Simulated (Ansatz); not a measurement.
# Be (P6_3/mmc, 2 atoms in the cell): from the cell to its phonons

Wanted: phonon frequencies of Be (P6_3/mmc, 2 atoms in the cell) and what follows from them.

Calculated with Ansatz 0.2.0; DFT PBEsol, scalar-relativistic, plane waves, PAW.

The experiments to compare with:

For Be, hexagonal close-packed (crystalline beryllium, reference value from earlier work), “D retention and material defects probed using Raman microscopy in JET limiter samples and beryllium-based synthesized samples” (2021, arxiv:2109.15077) quotes earlier work: Raman mode (E2g) 455 cm⁻¹ [literature value quoted in the methods section; measurement temperature and sample not …].

Most raw output is cut from this account.

## Step 1: The starting structure

The structure is hexagonal, space group P6_3/mmc (No. 194). The conventional cell has a = 2.285 Å, b = 2.285 Å, c = 3.584 Å, α = 90.00°, β = 90.00°, γ = 120.00°. Nearest to Be lie 12 Be at 2.23 to 2.29 Å.

## Step 2: Relaxation

Harmonic phonons are second derivatives at a point where the forces vanish, and they are wanted at zero stress, so atoms and cell are relaxed first.

The input, input.yaml:

```yaml
crystal:
  lattice:
    - [2.2853, 0.0, 0.0]
    - [-1.14265, 1.9791278553, 0.0]
    - [0.0, 0.0, 3.5842]
  atoms:
    - { symbol: Be, position: [0.3333333333, 0.6666666667, 0.25] }
    - { symbol: Be, position: [0.6666666667, 0.3333333333, 0.75] }
kpoints:
  mp_grid: { grid: [21, 21, 12] }
hamiltonian:
  xc: pbesol
scf:
  occupations: { method: gaussian, width: 0.1 }
output:
  forces: true
  stress: true
  eigenvalues: true
relax:
  adjacent_minimum: "off"
  f_tol: 0.005
  max_steps: 80
  cell: { stress_tol: 0.05 }
```

Command:

```sh
ansatz run input.yaml --threads 4 --pin off --max-ram 7168MiB --backend cpu --events-out ev --progress --plain --runs-dir out
```

Run time: 4.1 s. Hardware: 4 threads of Arm Neoverse V1, shared host; peak memory 0.34 GiB; 15 s of CPU time.

Relaxation path:

| step | energy less that of the first step (eV) | largest force component (eV/Å) | pressure (GPa) | volume (Å³) |
| --- | --- | --- | --- | --- |
| 1 | 0.0000 | 0.0000 | -3.92 | 16.21 |
| 2 | -0.0059 | 0.0000 | -1.72 | 15.90 |
| 3 | -0.0072 | 0.0000 | 0.14 | 15.66 |
| 4 | -0.0072 | 0.0000 | 0.00 | 15.67 |
| 5 | -0.0072 | 0.0000 | 0.00 | 15.67 |
| 6* | -0.0071 | 0.0000 | -0.01 | 15.67 |

Relaxation steps marked * repeat the geometry before them on a plane-wave basis chosen anew for their cell, so energy and pressure can jump there.

Forces are held to the 24 operations that the run works with; a distortion that breaks them can't arise in this run.

| conventional cell, symmetrised | before | after | change |
| --- | --- | --- | --- |
| a (Å) | 2.285 | 2.255 | -1.3 % |
| b (Å) | 2.285 | 2.255 | -1.3 % |
| c (Å) | 3.584 | 3.558 | -0.7 % |
| volume (Å³/atom) | 8.11 | 7.84 | -3.3 % |

Final coordinates:

```cif
data_structure
_symmetry_space_group_name_H-M 'P 1'
_symmetry_Int_Tables_number 1
_cell_length_a 2.2551
_cell_length_b 2.2551
_cell_length_c 3.5583
_cell_angle_alpha 90.000
_cell_angle_beta 90.000
_cell_angle_gamma 120.000
_cell_volume 15.67
loop_
_atom_site_label
_atom_site_type_symbol
_atom_site_fract_x
_atom_site_fract_y
_atom_site_fract_z
_atom_site_occupancy
Be1 Be 0.33333 0.66667 0.25000 1
Be2 Be 0.66667 0.33333 0.75000 1
```

Numbers from this step:

| Property | Result |
| --- | --- |
| pressure | -0.008186 GPa |
| volume per atom | 7.836 Å³ |
| gap on the k-mesh | 0 eV |

In this step the volume went from 8.11 to 7.84 Å³/atom.

## Step 3: Relaxing to small forces for the phonons

Phonons need a cell at rest on their own settings, so the relaxation is repeated with tight tolerances on forces and stress, using the mesh and the filling of the phonon run that follows.

The input, input.yaml:

```yaml
crystal:
  lattice:
    - [2.2550681473, 0.0, 0.0]
    - [-1.1275340737, 1.9529463028, 0.0]
    - [0.0, 0.0, 3.5583492325]
  atoms:
    - { symbol: Be, position: [0.3333333333, 0.6666666667, 0.25] }
    - { symbol: Be, position: [0.6666666667, 0.3333333333, 0.75] }
kpoints:
  mp_grid: { grid: [24, 24, 12] }
hamiltonian:
  xc: pbesol
scf:
  occupations: { method: methfessel_paxton, width: 0.2 }
output:
  forces: true
  stress: true
  eigenvalues: true
relax:
  adjacent_minimum: "off"
  f_tol: 0.001
  max_steps: 60
  cell: { stress_tol: 0.01 }
```

Wall time 3.7 s (4 threads); peak memory 0.35 GiB.

The steps of the relaxation:

| step | energy less that of the first step (eV) | largest force component (eV/Å) | pressure (GPa) | volume (Å³) |
| --- | --- | --- | --- | --- |
| 1 | 0.0000 | 0.0000 | 0.01 | 15.67 |
| 2 | -0.0001 | 0.0000 | 0.01 | 15.67 |
| 3 | -0.0001 | 0.0000 | 0.01 | 15.68 |
| 4* | -0.0001 | 0.0000 | 0.01 | 15.68 |

Relaxation steps marked * repeat the geometry before them on a plane-wave basis chosen anew for their cell, so energy and pressure can jump there.

Forces are held to the 24 operations that the run works with; a distortion that breaks them can't arise in this run.

| conventional cell, symmetrised | before | after | change |
| --- | --- | --- | --- |
| a (Å) | 2.255 | 2.257 | +0.1 % |
| b (Å) | 2.255 | 2.257 | +0.1 % |
| c (Å) | 3.558 | 3.553 | -0.1 % |
| volume (Å³/atom) | 7.84 | 7.84 | +0.0 % |

Final coordinates:

```
Be
1.0
     2.25706    0.00000    0.00000
    -1.12853    1.95467    0.00000
     0.00000    0.00000    3.55305
Be
2
Direct
  0.33333 0.66667 0.25000
  0.66667 0.33333 0.75000
```

Numbers from this step:

```
pressure        : 0.005634 GPa
volume per atom : 7.838 Å³
```

The forces vanish by symmetry and the pressure is 0.006 GPa, within the tolerances set. The cell now holds 7.84 Å³/atom.

## Step 4: Modes at Γ

The zone centre comes first: it holds the modes that light can see, as far as symmetry allows. No field response is asked, since the mesh shows no gap.

input.yaml, the sections that differ from step 3:

```yaml
crystal:
  lattice:
    - [2.2570630982, 0.0, 0.0]
    - [-1.1285315491, 1.954673981, 0.0]
    - [0.0, 0.0, 3.5530460613]
  atoms:
    - { symbol: Be, position: [0.3333333333, 0.6666666667, 0.25] }
    - { symbol: Be, position: [0.6666666667, 0.3333333333, 0.75] }
output:
  eigenvalues: true
phonons:
  method: dfpt
# kpoints, hamiltonian, scf: as in step 3
# relax: removed
```

Run time: 5.8 s. Hardware: 4 threads; peak memory 0.59 GiB.

Numbers from this step:

| Property | Result |
| --- | --- |
| sum-rule residual before enforcement | 1.88e-4 eV/Å² |
| point group | 6/mmm |
| highest optical mode at the zone centre (no LO-TO term) | 701.8 cm⁻¹ |
| lowest optical zone-centre mode | 465.9 cm⁻¹ |

Patterns of degenerate modes are one choice out of their space. Modes at Γ:

| mode | frequency (cm⁻¹) | symmetry |
| --- | --- | --- |
| 1 | 0.0 | acoustic |
| 2 | 0.0 | acoustic |
| 3 | 0.0 | acoustic |
| 4 | 465.9 | E2g |
| 5 | 465.9 | E2g |
| 6 | 701.8 | B1g |

Displacements in mode 5 (465.9 cm⁻¹), the largest set to 1:
```
Be1  0.00  1.00  0.00
Be2  0.00 -1.00  0.00
```

Displacements in mode 6 (701.8 cm⁻¹), the largest set to 1:
```
Be1  0.00  0.00  1.00
Be2  0.00  0.00 -1.00
```

Before it was imposed, the acoustic sum rule was missed by 1.9e-4 eV/Å². Small misses are needed for a sound result but don't prove that mesh and cutoff are converged. The lowest optical mode is real, 466 cm⁻¹.

## Step 5: The dispersion

Stability and thermal properties need the whole zone. Linear response on a 6×6×4 q mesh gives force constants as far as a supercell of that size would.

input.yaml, the sections that differ from step 4:

```yaml
phonons:
  method: dfpt
  qmesh: [6, 6, 4]
  temperatures: { t_max: 1000, t_step: 50 }
  qpath:
    path:
      - [[0.0, 0.0, 0.0], [0.5, 0.0, 0.0], [0.33333333, 0.33333333, 0.0], [0.0, 0.0, 0.0], [0.0, 0.0, 0.5], [0.5, 0.0, 0.5], [0.33333333, 0.33333333, 0.5], [0.0, 0.0, 0.5]]
      - [[0.5, 0.0, 0.5], [0.5, 0.0, 0.0]]
      - [[0.33333333, 0.33333333, 0.5], [0.33333333, 0.33333333, 0.0]]
    npoints: 10
# crystal, kpoints, hamiltonian, scf, output: as in step 4
```

Elapsed: 3.1 min, on 4 threads; peak memory 1.8 GiB.

Numbers from this step:

```yaml
sum_rule_residual_before_enforcement: 1.87e-4 eV/Å²
lowest_frequency_on_the_path: 0 cm⁻¹
highest_frequency_on_the_path_or_at_a_solved_wavevector: 701.8 cm⁻¹
mean_frequency: 508.2 cm⁻¹
debye_temperature_second_moment: 967 K
logarithmic_mean_frequency: 493 cm⁻¹
lowest_mode_on_the_q_mesh_acoustic_modes_at_gamma_apart: 206.2 cm⁻¹
zero_point_energy_per_atom: 94.5 meV
heat_capacity_at_300_k: 15.54 J/(mol atoms K)
vibrational_entropy_at_300_k: 8.989 J/(mol atoms K)
```

Frequencies (cm⁻¹) solved at each irreducible wavevector; negative means imaginary. Frequencies by wavevector, by row:

| q in reciprocal lattice units | star | mode 1 | mode 2 | mode 3 | mode 4 | mode 5 | mode 6 |
| --- | --- | --- | --- | --- | --- | --- | --- |
| 0 0 0 | 1 | 0 | 0 | 0 | 465.9 | 465.9 | 701.8 |
| 0 0 0.25 | 2 | 206.2 | 206.2 | 290.2 | 447 | 447 | 644.6 |
| 0 0 -0.5 | 1 | 362 | 362 | 362 | 362 | 507.4 | 507.4 |
| 0 0.1667 0 | 6 | 220.5 | 227 | 317.2 | 494.1 | 511.4 | 684.9 |
| 0 0.1667 0.25 | 12 | 270 | 286.7 | 419.9 | 465.4 | 469.4 | 667.2 |
| 0 0.1667 -0.5 | 6 | 364.2 | 364.2 | 377.9 | 377.9 | 589.1 | 589.1 |
| 0 0.3333 0 | 6 | 353.3 | 366.7 | 535.5 | 549.9 | 567.6 | 629.3 |
| 0 0.3333 0.25 | 12 | 380.9 | 434.1 | 518.5 | 530 | 556.8 | 665.5 |
| 0 0.3333 -0.5 | 6 | 447.4 | 447.4 | 476.7 | 476.7 | 641.3 | 641.3 |
| 0 -0.5 0 | 3 | 406.9 | 433.1 | 582.9 | 589.1 | 605.5 | 614.4 |
| 0 -0.5 0.25 | 6 | 434.9 | 486.5 | 556.7 | 568.6 | 619.5 | 644.1 |
| 0 -0.5 -0.5 | 3 | 497.4 | 497.4 | 521.2 | 521.2 | 661.1 | 661.1 |
| 0.1667 0.1667 0 | 6 | 312.2 | 331.3 | 464 | 554.4 | 575.9 | 647.8 |
| 0.1667 0.1667 0.25 | 12 | 358.3 | 392.3 | 497.9 | 509.4 | 549.1 | 678.1 |
| 0.1667 0.1667 -0.5 | 6 | 409.9 | 409.9 | 480.7 | 480.7 | 630.4 | 630.4 |
| 0.1667 0.3333 0 | 12 | 422.6 | 430.8 | 521.1 | 587.3 | 599.8 | 634 |
| 0.1667 0.3333 0.25 | 24 | 430.5 | 467.7 | 534.2 | 579.7 | 620.7 | 655.7 |
| 0.1667 0.3333 -0.5 | 12 | 443.2 | 443.2 | 563.6 | 563.6 | 661 | 661 |
| 0.3333 0.3333 0 | 2 | 507.2 | 507.2 | 512.5 | 512.5 | 550.1 | 655.8 |
| 0.3333 0.3333 0.25 | 4 | 454.2 | 454.2 | 559.2 | 605.2 | 605.2 | 631.9 |
| 0.3333 0.3333 -0.5 | 2 | 428.4 | 428.4 | 597.5 | 597.5 | 656.2 | 656.2 |

Interpolated from a 6×6×4 q mesh. Phonon branches along the path, in cm⁻¹:

| point | branch 1 | branch 2 | branch 3 | branch 4 | branch 5 | branch 6 |
| --- | --- | --- | --- | --- | --- | --- |
| Γ | 0 | 0 | 0 | 466 | 466 | 702 |
| halfway | 299 | 305 | 447 | 521 | 537 | 660 |
| M | 407 | 433 | 583 | 589 | 606 | 614 |
| halfway | 437 | 454 | 549 | 570 | 592 | 638 |
| K | 507 | 507 | 512 | 512 | 550 | 656 |
| halfway | 312 | 331 | 464 | 554 | 576 | 648 |
| Γ | 0 | 0 | 0 | 466 | 466 | 702 |
| halfway | 206 | 206 | 290 | 447 | 447 | 645 |
| A | 362 | 362 | 362 | 362 | 507 | 507 |
| halfway | 408 | 408 | 421 | 421 | 621 | 621 |
| L | 497 | 497 | 521 | 521 | 661 | 661 |
| halfway | 450 | 450 | 574 | 574 | 662 | 662 |
| H | 428 | 428 | 598 | 598 | 656 | 656 |
| halfway | 410 | 410 | 481 | 481 | 630 | 630 |
| A | 362 | 362 | 362 | 362 | 507 | 507 |
| jump to L | 497 | 497 | 521 | 521 | 661 | 661 |
| halfway | 435 | 486 | 557 | 569 | 620 | 644 |
| M | 407 | 433 | 583 | 589 | 606 | 614 |
| jump to H | 428 | 428 | 598 | 598 | 656 | 656 |
| halfway | 454 | 454 | 559 | 605 | 605 | 632 |
| K | 507 | 507 | 512 | 512 | 550 | 656 |

Tetrahedra on a 36×36×20 mesh, mean over bins of 10 cm-1. Interpolated from a 6×6×4 q mesh. Table of phonon density of states by wavenumber; read off at these points:

| wavenumber (cm⁻¹) | phonon density of states (1/cm⁻¹/cell) |
| --- | --- |
| 5 | 0 |
| 25 | 1.0e-5 |
| 55 | 5.0e-5 |
| 75 | 1.1e-4 |
| 105 | 2.2e-4 |
| 125 | 3.3e-4 |
| 145 | 4.7e-4 |
| 175 | 7.5e-4 |
| 195 | 0.001 |
| 225 | 0.0015 |
| 245 | 0.00194 |
| 275 | 0.00275 |
| 295 | 0.00341 |
| 315 | 0.00422 |
| 345 | 0.00611 |
| 365 | 0.00689 |
| 395 | 0.0107 |
| 415 | 0.0153 |
| 435 | 0.0305 |
| 465 | 0.0167 |
| 485 | 0.0159 |
| 515 | 0.0167 |
| 525 | 0.0204 |
| 535 | 0.0181 |
| 565 | 0.0183 |
| 585 | 0.0181 |
| 605 | 0.0162 |
| 635 | 0.0188 |
| 655 | 0.0209 |
| 665 | 0.0260 |
| 685 | 0.00236 |
| 705 | 5.0e-5 |

Second derivatives of the energy by pair, one row for each kind of neighbour of each atom listed. Each entry sums the pair over the periodic images of the supercell that the q mesh stands for, and in a polar crystal it holds the long-range dipole part too. Force constants by pair, by row:

| atom | neighbour | distance (Å) | third of the trace (eV/Å²) | along the pair's line (eV/Å²) |
| --- | --- | --- | --- | --- |
| Be1 | itself | 0 | 8.982 | – |
| Be1 | Be | 2.203 | -0.7526 | -1.958 |
| Be1 | Be | 2.257 | -0.5616 | -1.346 |
| Be1 | Be | 3.154 | 0.0206 | -0.0048 |
| Be1 | Be | 3.553 | -0.1728 | -0.5747 |
| Be1 | Be | 3.879 | -0.0521 | -0.2012 |
| Be1 | Be | 3.909 | -0.0392 | -0.1506 |
| Be1 | Be | 4.209 | 0.0166 | 0.1032 |
| Be1 | Be | 4.514 | 0.0082 | 0.1198 |
| Be2 | itself | 0 | 8.982 | – |
| Be2 | Be | 2.203 | -0.7526 | -1.958 |
| Be2 | Be | 2.257 | -0.5616 | -1.346 |
| Be2 | Be | 3.154 | 0.0206 | -0.0048 |
| Be2 | Be | 3.553 | -0.1728 | -0.5747 |
| Be2 | Be | 3.879 | -0.0521 | -0.2012 |
| Be2 | Be | 3.909 | -0.0392 | -0.1506 |
| Be2 | Be | 4.209 | 0.0166 | 0.1032 |
| Be2 | Be | 4.514 | 0.0082 | 0.1198 |

Harmonic thermodynamic functions per atom, from the density of states. Interpolated from a 6×6×4 q mesh. Thermodynamic functions, by row:

| T (K) | F_vib (meV/atom) | S (J/mol-atom/K) | C_V (J/mol-atom/K) |
| --- | --- | --- | --- |
| 0 | 94.5 | 0 | 0 |
| 50 | 94.5 | 0.034 | 0.119 |
| 100 | 94.41 | 0.445 | 1.651 |
| 200 | 92.43 | 3.888 | 9.486 |
| 300 | 85.79 | 8.989 | 15.54 |
| 400 | 73.86 | 13.97 | 18.91 |
| 500 | 57.03 | 18.41 | 20.82 |
| 600 | 35.88 | 22.32 | 21.98 |
| 700 | 10.92 | 25.77 | 22.71 |
| 800 | -17.4 | 28.83 | 23.21 |
| 900 | -48.74 | 31.59 | 23.56 |
| 1000 | -82.8 | 34.09 | 23.81 |

Harmonic mean-square displacement, third of the trace. Interpolated from a 6×6×4 q mesh. Mean square displacements, by row:

| T (K) | Be1 U_eq (Å²) | Be2 U_eq (Å²) |
| --- | --- | --- |
| 0 | 0.00395 | 0.00395 |
| 100 | 0.00403 | 0.00403 |
| 300 | 0.00531 | 0.00531 |
| 600 | 0.00862 | 0.00862 |

Symmetry leaves 21 wavevectors to solve. The lowest mode among them, the acoustic zeros apart, lies at q = (0, 0, 0.25) and is real, 206 cm⁻¹.

## Step 6: The same by displaced supercells

Finite displacements in a 2×2×2 supercell give force constants from forces alone. They are exact at the wavevectors that the supercell holds, where they check the linear-response result.

input.yaml, as its differences from that of step 5:

```diff
@@ -17,4 +17,4 @@
 phonons:
-  method: dfpt
-  qmesh: [6, 6, 4]
+  method: fd
+  supercell: [2, 2, 2]
   temperatures: { t_max: 1000, t_step: 50 }
```

The job ended after 23 s (4 threads; peak memory 1 GiB).

Numbers from this step:

```
atoms in the supercell               : 16
sum-rule residual before enforcement : 1.85e-4 eV/Å²
```

At Γ the two methods differ by at most 0.0 cm⁻¹.

## Step 7: What came out

| Property | Result |
| --- | --- |
| space group after relaxation (within 0.01 Å) | P6_3/mmc |
| volume per atom | 7.84 Å³ |
| electronic character | no gap on this mesh |
| highest optical mode at the zone centre (no LO-TO term) | 702 cm⁻¹ |
| lowest optical zone-centre mode | 466 cm⁻¹ |
| lowest mode on the q mesh (acoustic modes at Γ apart) | 206 cm⁻¹ |
| highest frequency on the path or at a solved wavevector | 702 cm⁻¹ |
| zero-point energy per atom | 94.5 meV |
| heat capacity at 300 K | 15.5 J/(mol atoms K) |
| vibrational entropy at 300 K | 8.99 J/(mol atoms K) |
| Debye temperature (second moment) | 967 K |
| imaginary modes on the 6×6×4 q mesh | none |

What this shows: The structure is a minimum as far as tested: no mode is imaginary at the 21 irreducible wavevectors of the 6×6×4 mesh, and the softest away from the acoustic zeros lies at 206 cm⁻¹. The optical modes at Γ span 466 to 702 cm⁻¹. Finite displacements and linear response differ by 0.0 cm⁻¹ in the highest zone-centre mode. With no gap, or one that is small against the smearing, the frequencies hang on the k mesh and the smearing, most of all near Kohn anomalies. These are harmonic frequencies at zero temperature: anharmonic shifts, linewidths and thermal expansion are left out.

Computed beside measured:

```
              quantity  measured   PBEsol, PAW
Raman mode, E2g (cm⁻¹)       455  466 (+2.4 %)
```

Measured values from arxiv:2109.15077 (2021).

Verdict: The Raman mode is off by +2.4 %: good agreement. The grades are ours: good and fair within 3 and 7 % for the Raman mode. Zero-point motion and thermal expansion are not in the computed Raman mode.

[Logs are printed without paths, hosts, clocks, repeated set-up lines and the standing remarks that a program may print on its own settings, such as how far it seeks lower states.]

[Hosts, paths, dates, database ids (printed as entryN), source tags and the programs' standing remarks are cut or masked in the printed files.]
